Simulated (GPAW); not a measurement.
**LiCNO (R3m): one start, several treatments of the self-energy**

How much does the gap of LiCNO (R3m) depend on the approximation to the self-energy?

Main program and level: GPAW 26.7.0; LDA and many-body steps on it, plane waves.

This is a report of a sequence of runs, with most program output left out.

### Step 1. The starting structure

Symmetry: R3m, No. 160, trigonal system. Conventional cell: a = 3.288 Å, b = 3.288 Å, c = 14.286 Å, α = 90.00°, β = 90.00°, γ = 120.00°. Li has 3 N at 2.18 Å and 3 O at 2.28 Å nearest. C has 1 N at 1.19 Å and 1 O at 1.23 Å nearest. Nearest to N lie 1 C at 1.19 Å and 3 Li at 2.18 Å. O has 1 C at 1.23 Å and 3 Li at 2.28 Å nearest. Farther neighbours and most contacts between anions are not listed.

Structure file:

```xyz
4
Lattice="1.6440 0.9492 4.7621 -1.6440 0.9492 4.7621 0.0000 -1.8983 4.7621" Properties=species:S:1:pos:R:3 pbc="T T T"
Li    0.0000    0.0000    0.0751
C     0.0000    0.0000    7.1068
N     0.0000    0.0000    5.9139
O     0.0000    0.0000    8.3336
```

The cell and positions are those that the Materials Project relaxed with its own functionals (PBE, PBE+U or r2SCAN), kept fixed.

### Step 2. Empty states on the mesh, 4×4×4 mesh, 214 bands

This step: GPAW 26.7.0; DFT, LDA, plane waves, PAW.

The sums over transitions need many empty states on a uniform mesh; this step solves for them.

File run.py:

```python
import json
import numpy as np
from gpaw.mpi import world
from gpaw import GPAW

calc = GPAW('gs.gpw').fixed_density(kpts={'size': (4, 4, 4), 'gamma': True},
    parallel={'domain': 1, 'band': 1},
    txt='nscf.txt')
calc.diagonalize_full_hamiltonian(nbands=214)
calc.write('full.gpw', mode='all')
res = {}
kpts = calc.get_ibz_k_points()
res['kpts'] = kpts
res['eigenvalues'] = [calc.get_eigenvalues(kpt=k) for k in range(len(kpts))]
res['n_electrons'] = calc.get_number_of_electrons()

if world.rank == 0:
    with open('result.json', 'w') as f:
        json.dump(res, f, default=lambda x: x.tolist())
```

On the command line:

```sh
mpirun -n 4 gpaw python run.py
```

Wall time 23 s (4 MPI ranks of Arm Neoverse V1, shared host); peak memory 1.6 GiB; 93 s of CPU time.

This step gave:

| Property | Result |
| --- | --- |
| gap | 4.486 eV |
| k of the valence top | 0.5, 0.5, 0.5 |
| k of the conduction bottom | 0, 0, 0 |
| least direct gap | 4.637 eV |
| k points computed | 13 |
| lowest point of the top converged band, above the valence top | 151.2674 eV |

On this mesh the gap is 4.486 eV.

### Step 3. G0W0, Godby-Needs plasmon pole

Now the one-shot GW correction: screening in the RPA, then the self-energy of the levels asked for.

This step: G0W0 on LDA, plane waves, PAW.

File run.py:

```python
import json
import numpy as np
from gpaw.mpi import world
from gpaw.response.g0w0 import G0W0

gw = G0W0('full.gpw',
    filename='gw',
    kpts=[0, 12],
    bands=(6, 10),
    ecut=96,
    nbands=95,
    integrate_gamma='WS',
    ppa=True)
gw.calculate()
res = {mode: {k: v for k, v in r.items() if k != 'sigma_eskwn'}
       for mode, r in gw.all_results.items()}

if world.rank == 0:
    with open('result.json', 'w') as f:
        json.dump(res, f, default=lambda x: x.tolist())
```

On the command line:

```sh
mpirun -n 4 gpaw python run.py
```

Wall time 58 s (4 MPI ranks); peak memory 1.6 GiB; 3.9 min of CPU time.

This step gave:

```
G0W0 gap on the points computed              : 7.404 eV
least direct G0W0 gap on the computed points : 7.593 eV
Z at the valence top                         : 0.8170
Z at the conduction bottom                   : 0.8692
starting gap on the mesh                     : 4.486 eV
k of the valence top                         : 0.5, 0.5, 0.5
k of the conduction bottom                   : 0, 0, 0
```

The gap on the mesh goes from 4.49 eV to 7.40 eV, a correction of +2.92 eV.

### Step 4. One-shot HSE06

This step: one-shot HSE06 levels on LDA orbitals, plane waves, PAW.

File run.py:

```python
import json
import numpy as np
from gpaw.mpi import world
from gpaw.hybrids.eigenvalues import non_self_consistent_eigenvalues

dft, vxc, vxc_hyb = non_self_consistent_eigenvalues('full.gpw', 'HSE06', 6, 10, kpt_indices=[0, 12])
res = {'dft': dft[0], 'hybrid': (dft - vxc + vxc_hyb)[0]}
if world.rank == 0:
    with open('hybrid.txt', 'w') as f:
        for k, e0, e1 in zip([0, 12], res['dft'], res['hybrid']):
            print(k, ' '.join(f'{x:9.4f}' for x in e0), '|', ' '.join(f'{x:9.4f}' for x in e1), file=f)

if world.rank == 0:
    with open('result.json', 'w') as f:
        json.dump(res, f, default=lambda x: x.tolist())
```

On the command line:

```sh
mpirun -n 4 gpaw python run.py
```

The job ended after 3.7 s (4 MPI ranks; peak memory 0.59 GiB).

This step gave:

```yaml
starting_gap_on_the_mesh: 4.486 eV
hybrid_gap_on_the_mesh: 6.237 eV
least_direct_hybrid_gap_on_the_computed_points: 6.402 eV
```

### Step 5. G0W0, extrapolated in the cutoff

This step: G0W0 on LDA, plane waves, PAW.

File run.py:

```python
import json
import numpy as np
from gpaw.mpi import world
from gpaw.response.g0w0 import G0W0

gw = G0W0('full.gpw',
    filename='gw',
    kpts=[0, 12],
    bands=(6, 10),
    ecut=160.0,
    integrate_gamma='WS',
    ppa=True,
    ecut_extrapolation=True)
gw.calculate()
res = {mode: {k: v for k, v in r.items() if k != 'sigma_eskwn'}
       for mode, r in gw.all_results.items()}

if world.rank == 0:
    with open('result.json', 'w') as f:
        json.dump(res, f, default=lambda x: x.tolist())
```

On the command line:

```sh
mpirun -n 4 gpaw python run.py
```

Elapsed: 3.7 min, on 4 MPI ranks; peak memory 1.9 GiB; 15 min of CPU time.

Numbers from this step:

| Property | Result |
| --- | --- |
| quasiparticle gap on the points computed | 7.765 eV |
| least direct quasiparticle gap on the computed points | 7.947 eV |
| Z at the valence top | 0.8064 |
| Z at the conduction bottom | 0.8646 |
| starting gap on the mesh | 4.486 eV |
| k of the valence top | 0.5, 0.5, 0.5 |
| k of the conduction bottom | 0, 0, 0 |
| gaps at the cutoffs of the extrapolation | 7.538, 7.560, 7.584 eV |

Against G0W0 in GPAW (4×4×4 mesh, 95 bands, screening to 96 eV, Godby-Needs plasmon pole), the gap moves by +0.361 eV.

### Step 6. One-shot PBE0

This step: one-shot PBE0 levels on LDA orbitals, plane waves, PAW.

File run.py:

```python
import json
import numpy as np
from gpaw.mpi import world
from gpaw.hybrids.eigenvalues import non_self_consistent_eigenvalues

dft, vxc, vxc_hyb = non_self_consistent_eigenvalues('full.gpw', 'PBE0', 6, 10, kpt_indices=[0, 12])
res = {'dft': dft[0], 'hybrid': (dft - vxc + vxc_hyb)[0]}
if world.rank == 0:
    with open('hybrid.txt', 'w') as f:
        for k, e0, e1 in zip([0, 12], res['dft'], res['hybrid']):
            print(k, ' '.join(f'{x:9.4f}' for x in e0), '|', ' '.join(f'{x:9.4f}' for x in e1), file=f)

if world.rank == 0:
    with open('result.json', 'w') as f:
        json.dump(res, f, default=lambda x: x.tolist())
```

On the command line:

```sh
mpirun -n 4 gpaw python run.py
```

Wall time 3.7 s (4 MPI ranks); peak memory 0.58 GiB; 14 s of CPU time.

This step gave:

- starting gap on the mesh: 4.486 eV
- hybrid gap on the mesh: 7.029 eV
- least direct hybrid gap on the computed points: 7.195 eV

### Step 7. G0W0, full frequency, Hilbert transform

This step: G0W0 on LDA, plane waves, PAW.

File run.py:

```python
import json
import numpy as np
from gpaw.mpi import world
from gpaw.response.g0w0 import G0W0

gw = G0W0('full.gpw',
    filename='gw',
    kpts=[0, 12],
    bands=(6, 10),
    ecut=96,
    nbands=95,
    integrate_gamma='WS',
    frequencies={'type': 'nonlinear', 'domega0': 0.1, 'omega2': 15.0},
    eta=0.1,
    nblocksmax=True)
gw.calculate()
res = {mode: {k: v for k, v in r.items() if k != 'sigma_eskwn'}
       for mode, r in gw.all_results.items()}

if world.rank == 0:
    with open('result.json', 'w') as f:
        json.dump(res, f, default=lambda x: x.tolist())
```

On the command line:

```sh
mpirun -n 4 gpaw python run.py
```

The job ended after 80 s (4 MPI ranks; peak memory 1.6 GiB).

Numbers from this step:

* G0W0 gap on the points computed: 7.444 eV
* least direct G0W0 gap on the computed points: 7.632 eV
* starting gap on the mesh: 4.486 eV
* k of the valence top: 0.5, 0.5, 0.5
* k of the conduction bottom: 0, 0, 0

Against G0W0 in GPAW (4×4×4 mesh, 95 bands, screening to 96 eV, Godby-Needs plasmon pole), the gap moves by +0.041 eV.

### Step 8. The runs together

Times are wall times on 4 MPI ranks of Arm Neoverse V1, shared host, good to a factor of about two.

```tsv
run	mesh	bands	screening cutoff (eV)	DFT gap (eV)	gap on the mesh (eV)	direct (eV)	time
G0W0, Godby-Needs plasmon pole	4×4×4	95	96	4.486	7.404	7.593	58 s
one-shot HSE06	4×4×4	-	-	4.486	6.237	6.402	3.7 s
G0W0, extrapolated in the cutoff	4×4×4	-	160	4.486	7.765	7.947	3.7 min
one-shot PBE0	4×4×4	-	-	4.486	7.029	7.195	3.7 s
G0W0, full frequency, Hilbert transform	4×4×4	95	96	4.486	7.444	7.632	80 s
```

### Step 9. Results

| Property | Result |
| --- | --- |
| G0W0, Godby-Needs plasmon pole | 7.404 eV |
| one-shot HSE06 | 6.237 eV |
| G0W0, extrapolated in the cutoff | 7.765 eV |
| one-shot PBE0 | 7.029 eV |
| G0W0, full frequency, Hilbert transform | 7.444 eV |
| known limits | not at the basis limit |

In words: One-shot HSE06: −1.167 eV against G0W0, Godby-Needs plasmon pole. G0W0, extrapolated in the cutoff: +0.361 eV against G0W0, Godby-Needs plasmon pole, at other bands or cutoff, so not like for like. One-shot PBE0: −0.375 eV against G0W0, Godby-Needs plasmon pole. G0W0, full frequency, Hilbert transform: +0.041 eV against G0W0, Godby-Needs plasmon pole. One-shot hybrid levels are evaluated on the LDA orbitals. Bands and cutoff are finite, so the gap is not at the basis limit. The miss can reach some tenths of an eV and take either sign; the mesh is an error of its own. These stock PAW sets were not made for GW. In the G0W0 runs levels were corrected at 2 k points alone, so a gap called «on the mesh» is the least over those, and an edge elsewhere would be missed. The program warns of a poor linear fit in the extrapolation of some level, so the extrapolated values are rough.

[Paths, hosts, dates, memory and timing lines, banners, echoed tables and standing remarks are left out of the program output.]

[Logs are printed without paths, hosts, clocks, repeated set-up lines and the standing remarks that a program may print on its own settings, such as how far it seeks lower states.]

[Runs of the session that timed out or met a known fault of the program may be left out.]

[Hosts, paths, dates, database ids (printed as entryN), source tags and the programs' standing remarks are cut or masked in the printed files.]
